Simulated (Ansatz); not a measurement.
# ρ(T) of Er (P6_3/mmc) in two numbers

Aim: condense the phonon-limited resistivity of Er (P6_3/mmc) into a transport Debye temperature and an amplitude, and test the fit on a temperature held back.

The resistivities were computed with Ansatz 0.2.0 (DFT PBE, scalar-relativistic, plane waves, norm-conserving pseudopotentials, 4f of the trivalent lanthanide in the core) from the linearised Boltzmann equation with harmonic phonons, on q 3×3×3, k 18×18×9, scattering 24×24×16; the fit below is done by hand on them.

The experiments to compare with:

For Er (bulk crystal), “CRC Handbook of Chemistry and Physics, 84th edition, Electrical Resistivity of Pure Metals” (2003, CRC Press, section 12, read from Wikipedia's data page) quotes earlier work: resistivity at 295 K 86 μΩ cm.

## (1) What is given

The structure is hexagonal, space group P6_3/mmc (No. 194). The conventional cell has a = 3.570 Å, b = 3.570 Å, c = 5.529 Å, α = 90.00°, β = 90.00°, γ = 120.00°. Er on site c is surrounded by 12 Er at 3.45 to 3.57 Å.

This is the relaxed cell of the run, from steps not shown here.

The mean resistivity of the three axes from 50 to 800 K, with one row held back; the colder rows stay outside the fit and test it at the end:

```
T (K)  ρ (μΩ cm)
   50      5.518
   80      11.46
  100      15.20
  150      24.15
  200      32.86
  273      45.49
  300      50.17
  400      67.61
  500          ?
  600      103.2
  800      139.4
```

## (2) The fit

Bloch and Grüneisen's form is ρ(T) = A (T/Θ)⁵ J₅(Θ/T), with J₅(z) the integral of x⁵/((eˣ − 1)(1 − e⁻ˣ)) from 0 to z. It goes as T⁵ far below Θ and as A T/(4Θ) far above. For a trial Θ the best A is the geometric mean of ρ/[(T/Θ)⁵ J₅] over the rows, and the scatter of that ratio measures the fit:

```
Θ (K)  A (μΩ cm)  scatter (%)
   88      56.99          8.1
  116      76.86          4.6
  132      88.84          2.4
  146      99.75          0.9
  160      111.1          2.6
  182      130.0          6.6
  220      165.8         14.2
```

The scatter is least at Θ = 146 K, with A = 99.75 μΩ cm (0.9 % r.m.s.).

```
T (K)  computed    fit
   50     5.518  5.508
   80     11.46  11.42
  100     15.20  15.21
  150     24.15  24.32
  200     32.86  33.17
  273     45.49  45.90
  300     50.17  50.57
  400     67.61  67.82
  600     103.2  102.1
  800     139.4  136.4
```

## (3) The row held back

At T = 500 K, Θ/T = 0.292, J₅ = 0.001809 and (T/Θ)⁵ = 471.1, so the fit gives 85.00 μΩ cm. The computed value is 85.30 μΩ cm: the fit is off by -0.36 %. Outside its range, at 20 K, it gives 0.446 against 0.407 μΩ cm computed, 1.10 times that; at that temperature the run's own test moves by 8 % between meshes in the component that moves most. Among the rows used, the largest miss is -2.1 %, at 800 K.

## (4) What the two numbers mean

Θ = 146 K is 1.46 times ħω_log/k_B (100 K) and 0.86 of the highest phonon frequency (170 K). The high-temperature slope of the fit, A/(4Θ), is 0.171 μΩ cm/K. The same slope from the run's transport coupling and plasma energy, 2π k_B λ_tr/(ħ ε₀ ω_p²) with λ_tr = 0.687, 0.687, 0.679 (xx, yy, zz) and ħω_p = 3.61, 3.61, 5.30 (xx, yy, zz) eV, is 0.174 μΩ cm/K in the mean of the axes, +1.6 % from it. For comparison, the computed rows rise by 0.181 μΩ cm/K between the two hottest.

## (5) Results

| Property | Result |
| --- | --- |
| Θ | 146 K |
| A | 99.75 μΩ cm |
| scatter of the fit | 0.9 % |
| held-back row at 500 K, fit against computed | 85.00 against 85.30 μΩ cm |

Two numbers, Θ = 146 K and A = 99.7 μΩ cm, hold the computed ρ(T) from 50 to 800 K within 0.93 % r.m.s. and predict the held-back row within 0.36 %. By the run's own test the resistivity at 300 K moves by 9 % between its two finest scattering meshes, in the component that moves most. The mean hides an anisotropy: at 300 K the components are 61.2, 61.2, 28.1 (xx, yy, zz) μΩ cm. The 4f electrons are frozen in the core, and scattering by their moments is left out. Spin–orbit coupling is left out. The fit describes the calculation: impurities, thermal expansion, changes of phase and anharmonicity are in neither.

Comparison with the measured values:

| quantity | measured | q 3×3×3, fine 24×24×16 |
| --- | --- | --- |
| resistivity at 295 K (computed: phonon part alone; the measured value holds the sample's residual resistivity and scattering by disordered moments) (μΩ cm) | 86 | 49.30 (-42.7 %) |

Measured values from CRC Press, section 12, read from Wikipedia's data page (2003).

**Verdict.** The resistivity at 295 K is off by -42.7 %. The magnetic state of these runs (no moments) need not be that of the sample, so the match is not graded.

[Logs are printed without paths, hosts, clocks, repeated set-up lines and the standing remarks that a program may print on its own settings, such as how far it seeks lower states.]

[Hosts, paths, dates, database ids (printed as entryN), source tags and the programs' standing remarks are cut or masked in the printed files.]
